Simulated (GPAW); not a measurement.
Reflectivity of TiC (Fm-3m) at normal incidence (GPAW, PBE, RPA, without spin-orbit coupling, line width 0.15 eV (Lorentzian), carrier damping 0.05 eV):

| E (eV) | R (%) |
| --- | --- |
| 1.00 | 53.2 |
| 1.25 | 48.3 |
| 1.50 | 46.1 |
| 1.75 | 45.1 |
| 2.00 | 46.2 |
| 2.25 | 43.4 |
| 2.50 | 42.1 |
| 2.75 | 46.1 |
| 3.00 | 44.8 |
| 3.25 | 42.1 |
| 3.50 | 43.3 |
| 3.75 | 40.6 |
| 4.00 | 41.4 |
| 4.25 | 40.6 |
| 4.50 | 41.2 |
| 4.75 | 40.7 |
| 5.00 | 43.4 |

**Question.** What colour would a polished face show in daylight?

**Answer.** Light grey: CIE x = 0.316, y = 0.324, luminous reflectivity 44 % under D65, from the mean over the axes.
